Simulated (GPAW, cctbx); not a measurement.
## Bonding in Li2VAgCl6 as X-rays see it

Aim: compute the bonding part of the density of Li2VAgCl6, find which reflections carry it, and see how it biases an ordinary refinement.

The start was made by putting kin elements into a known structure type; the compound need not exist, or be stable, in this form. All numbers below are calculated.

### 1. Relax the structure

The density hangs on the geometry, so cell and atoms are relaxed first, with the symmetry held. The cutoff is set higher than for the density because stress converges slowly with plane waves.

Settings: GPAW 26.7.0, PBE, 670 eV, 3×3×3 k-points, Fermi–Dirac width 0.05 eV, spin-polarised, BFGS to 0.03 eV/Å.

```text
cell
1.0
     0.000000000    4.864500000    4.864500000
     4.864500000    0.000000000    4.864500000
     4.864500000    4.864500000    0.000000000
Ag V Cl Li
1 1 6 2
Direct
0.500000000 0.500000000 0.500000000
0.000000000 0.000000000 0.000000000
0.758800000 0.758800000 0.241200000
0.758800000 0.241200000 0.758800000
0.241200000 0.758800000 0.241200000
0.241200000 0.758800000 0.758800000
0.241200000 0.241200000 0.758800000
0.758800000 0.241200000 0.241200000
0.250000000 0.250000000 0.250000000
0.750000000 0.750000000 0.750000000
```

```console
$ OMP_NUM_THREADS=1 mpirun -n 4 gpaw python run.py > gpaw.log
```

```text
BFGS:    0      -36.258242        0.540674
BFGS:    1      -36.280328        0.532658
BFGS:    2      -36.388488        0.464229
BFGS:    3      -36.414053        0.423891
BFGS:    4      -36.501988        0.430296
BFGS:    5      -36.544507        0.274172
BFGS:    6      -36.558587        0.101145
BFGS:    7      -36.560854        0.016983
cell  7.1182 7.1182 7.1182  60.00 60.00 60.00
volume 255.032 A^3, largest force 0.016 eV/A, largest stress 0.05 GPa
```

After 7 steps the volume has changed by +10.8 % and the energy by -0.303 eV; the largest stress left is 0.05 GPa. It took 5 min on 4 cores of AMD EPYC 7R13 Processor (Zen 3) (shared host), peak memory 2.2 GiB.

Relaxed structure: Fm-3m (no. 225), a = 10.0667 Å, b = 10.0667 Å, c = 10.0667 Å, α = 90.00°, β = 90.00°, γ = 90.00°.

| atom | mult. | x | y | z |
| --- | --- | --- | --- | --- |
| Ag1 | 4 | 1/2 | 0 | 0 |
| V1 | 4 | 0 | 0 | 0 |
| Cl1 | 24 | 0 | 0 | 0.7637 |
| Li1 | 8 | 1/4 | 3/4 | 3/4 |

### 2. Density and charge transfer

X-rays see the whole electron density, so the PAW density is rebuilt with its core regions. Subtracting spherical free atoms from the same code cancels the cores and leaves the deformation density Δρ, the part due to bonding.

Settings: PBE, 550 eV, 3×3×3 k-points, Fermi–Dirac width 0.05 eV, spin-polarised; primitive cell of 10 atoms.

```console
$ OMP_NUM_THREADS=1 mpirun -n 4 gpaw python run.py > gpaw.log
```

```text
|iter:   1|       0s |  -37.318247 | +0.11 |       |  +2.0030|
|iter:   2|       3s |  -37.175414 | -1.04 | -1.20 |  +2.0028|
|iter:   3|       6s |  -36.503673 | -0.91 | -1.24 |  +2.0013|
...
|iter:  10|      26s |  -36.485635c| -6.02 | -3.81 |  +2.0000|
|iter:  11|      29s |  -36.485635c| -6.92 | -4.39c|  +2.0000|
|iter:  12|      32s |  -36.485635c| -7.55c| -4.84c|  +2.0000|
```

```text
grid (80, 80, 80)  electrons 178.000  moved by bonding 1.709 e
deformation density beyond 0.5 A of the nuclei: max 0.262, min -0.420 e/A^3
atom        x       y       z   Voronoi charge  moment
Ag1    0.5000  0.5000  0.5000      0.250      -0.02
V 2    0.0000  0.0000  0.0000      0.139       1.81
Cl3    0.7637  0.7637  0.2363     -0.203      -0.01
Cl4    0.7637  0.2363  0.7637     -0.203      -0.01
Cl5    0.2363  0.7637  0.2363     -0.203      -0.01
Cl6    0.2363  0.7637  0.7637     -0.203      -0.01
Cl7    0.2363  0.2363  0.7637     -0.203      -0.01
Cl8    0.7637  0.2363  0.2363     -0.203      -0.01
Li9    0.2500  0.2500  0.2500      0.416       0.00
Li10   0.7500  0.7500  0.7500      0.416       0.00
mean inner potential of superposed free atoms 9.861 V
total magnetic moment 2.000 muB
```

Deformation density in a plane through the shortest contact of the V atom at the origin, in 0.01 e/Å³ (clipped at ±99); x from -1.6 to 4.0 Å, y from 2.4 down to -2.4 Å:

```text
  0   2   4   3   .   .   4   3   1   0  -1  -1  -1   0   1   3
  0   1   2   0   .  -3   2   2   0   0   0   0   0   0   0   1
  0   0   2   5   8   7   4   1   0   0   0   0   0   0   0   0
  0  -1   0   3   7   6   2  -1   0   0   1   2   1   0   0  -1
  2   0  -2  -2  -6  -4  -2  -1   1   2   3   5   3   1   0  -1
  6   5  -2   6   .   1   0   0   6   4  -1   .   0   1   1  -1
  8   8  -5 -45   .   . -18   1  10   3   .   .  -7   0   1  -2
  6   5  -2   6   .   1   0   0   6   4  -2   .   0   1   1  -1
  2   0  -2  -2  -6  -4  -2  -1   1   2   3   5   3   1   0  -1
  0  -1   0   3   7   6   2  -1   0   0   1   2   1   0   0  -1
  0   0   2   5   8   7   4   1   0   0   0   0   0   0   0   0
  0   1   2   0   .  -3   2   2   0   0   0   0   0   0   0   1
  0   2   4   3   .   .   4   3   1   0  -1  -1  -1   0   1   3
```

Atoms in or within 0.15 Å of the plane: V (0.0, 0.0), Cl (2.4, 0.0), Cl (0.0, 2.4), Cl (0.0, -2.4) Å. Dots mark points within about 0.45 Å of a nucleus; large values next to them are atomic features.

Cl gains most (-0.20 e) and Li loses most (+0.42 e), as electronegativity suggests. Such charges fall far short of formal ones, since overlapping free atoms already put density on their neighbours. Along the shortest contact from the V atom at the map's origin, V–Cl at 2.38 Å, Δρ is +0.07 e/Å³ at the midpoint and highest, +0.10, 1.48 Å from V (points within 0.5 Å of a nucleus left out): little sits at the middle, as in a polar contact, whose build-up shifts to the more electronegative atom. At the midpoints of other shortest contacts it is +0.01 (Ag–Cl, 2.65 Å) and -0.01 (Cl–Cl, 3.36 Å) e/Å³. Point values carry grid noise of about 0.01 e/Å³. The cell's moment is 2.00 μB; the largest inside an atomic sphere is 1.81 μB. The run needed 12 iterations, 61 s.

### 3. Structure factors

The Fourier components of Δρ, added to those of the free atoms, give the static X-ray structure factors; the Mott–Bethe relation turns them into the Fourier components V of the potential that fast electrons feel.

```text
static structure factors of the conventional cell: F in electrons, V (Mott-Bethe) in volts
   h  k  l      d  |F| table  |F| free   |F| DFT   change   |V| free  |V| DFT  change %
   1  1  1  5.8120    62.362    62.222    61.356   -0.866     0.201    0.070    -65.4
   0  2  0  5.0334   364.054   364.188   366.472    2.283     3.395    3.135     -7.7
   0  2  2  3.5591   150.391   150.133   147.679   -2.454     1.246    1.386     11.2
   1  3  1  3.0352    97.248    97.180    97.017   -0.163     0.421    0.428      1.6
   2  2  2  2.9060    87.779    88.476    90.752    2.276     2.181    2.095     -4.0
   0  4  0  2.5167   518.188   517.966   519.269    1.303     5.294    5.257     -0.7
   1  3  3  2.3095   121.849   121.909   122.377    0.468     0.765    0.753     -1.5
   0  4  2  2.2510   285.883   285.512   285.734    0.222     2.288    2.283     -0.2
   2  4  2  2.0549   129.184   128.443   128.739    0.297     0.675    0.670     -0.8
   3  3  3  1.9373   142.062   142.197   142.942    0.746     0.979    0.967     -1.3
   1  5  1  1.9373    28.749    28.650    28.526   -0.124     0.216    0.214     -1.0
   0  4  4  1.7796   433.777   433.851   433.109   -0.741     3.730    3.741      0.3
   1  5  3  1.7016    54.975    54.935    55.210    0.275     0.095    0.092     -3.7
   2  4  4  1.6778   243.264   243.204   242.683   -0.521     1.705    1.712      0.4
```

The largest X-ray change is -2.45 e on 022, 1.6 % of |F|. For electrons V goes as (Z − F)/g², so a change of F counts against Z − F, which is small at low angle and wherever the atoms' terms cancel: |V| of 111 moves by -65.4 % (0.20 to 0.07 V) against -1.4 % in |F|. These compare absolute values; so weak a component may also change sign. The last three rows still change by up to 0.74 e; the table stops while the angles are still low. The tabulated Hartree–Fock atoms differ from the free DFT atoms by up to 0.74 e, so the choice of reference atom matters too.

### 4. Which functional?

The same geometry is run with other functionals, to see whether the bonding signal is larger than the spread between approximations. Free atoms are LDA for LDA and PBE otherwise. Any other changed setting is in the row's label.

| run | ΔF 022 (e) | ΔF 020 (e) | ΔF 222 (e) | q(Cl) (e) | moved (e) | time |
| --- | --- | --- | --- | --- | --- | --- |
| PBE | -2.454 | +2.283 | +2.276 | -0.203 | 1.709 | 61 s |
| LDA | -2.287 | +2.066 | +1.885 | -0.187 | 1.541 | 59 s |
| revPBE | -2.531 | +2.414 | +2.472 | -0.213 | 1.842 | 71 s |

At the base's settings ΔF(022) spans -2.531 to -2.287 e, a spread of 10 % of the PBE value; over the three listed reflections the spread is at most 26 %, so the sign holds and the size hangs on the functional. Times are from shared hosts.

### 5. Refining ordinary atoms against data with bonding

Routine crystallography fits spherical atoms. To see the bias, intensities are simulated from tabulated atoms plus the DFT change ΔF, so that bonding alone can misfit (11790 reflections of the full sphere, merged to the counts below, to 0.45 Å, 1.5 % proportional noise plus counting noise, assumed isotropic U as listed, Δρ smeared by the mean U) and refined with cctbx over different ranges.

| range | data | R1 | GooF | U Ag1 (true 0.0029) | U V1 (true 0.0038) | U Cl1 (true 0.0042) | U Li1 (true 0.0061) | largest shift (Å) | Δρ max, min (e/Å³) |
| --- | --- | --- | --- | --- | --- | --- | --- | --- | --- |
| all data | 350 | 0.0034 | 1.21 | 0.0029 | 0.0038 | 0.0042 | 0.0063 | 0.0001 | 0.24, -0.35 |
| low resolution, d > 0.84 | 69 | 0.0035 | 1.59 | 0.0030 | 0.0040 | 0.0043 | 0.0065 | 0.0002 | 0.09, -0.07 |
| high order, d < 0.75 | 255 | 0.0032 | 1.05 | 0.0029 | 0.0038 | 0.0042 | 0.0062 | 0.0000 | 0.16, -0.26 |
| occupancies free, d > 0.7 | 110 | 0.0036 | 1.49 | 0.0029 | 0.0037 | 0.0042 | 0.0062 | 0.0000 | 0.12, -0.13 |

With all data GooF is 1.21, diluted by the many high-angle data; the misfit shows at low resolution; the top residual peak lies 0.55 Å from V and 2.11 Å from Cl. No U is off by more than 3 s.u. at low resolution. With Ag1 held at 1 and the scale free, the other occupancies refine to V1 0.996(0.002), Cl1 1.000(0.001) and Li1 0.991(0.016), within three s.u. of full.

### 6. Answer

Bonding moves 1.71 e in the primitive cell of Li2VAgCl6 and changes the structure factors of the conventional cell in the table above by at most 2.45 e (022, 1.6 %), and among reflections above 2 % of the strongest by up to 2.6 % (222). The shortest bond, V–Cl, has Δρ = +0.07 e/Å³ at its midpoint, low for a shared bond; with the charge transfer this is a polar contact. At the base's settings ΔF(022) spans -2.531 to -2.287 e, a spread of 10 % of the PBE value; over the three listed reflections the spread is at most 26 %, so the sign holds and the size hangs on the functional. With all data GooF is 1.21, diluted by the many high-angle data. Limits: static density, frozen cores, no spin–orbit coupling; a ferromagnetic start is the only order tried, and the real ground state may be antiferromagnetic or insulating; no Hubbard U on V.

[Outputs are excerpts: Python notices, other lines and further rows are left out; steps that failed or that the build refused (PBEsol, TPSS) are not shown.]

[Logs are printed without paths, hosts, clocks, repeated set-up lines and the standing remarks that a program may print on its own settings, such as how far it seeks lower states.]
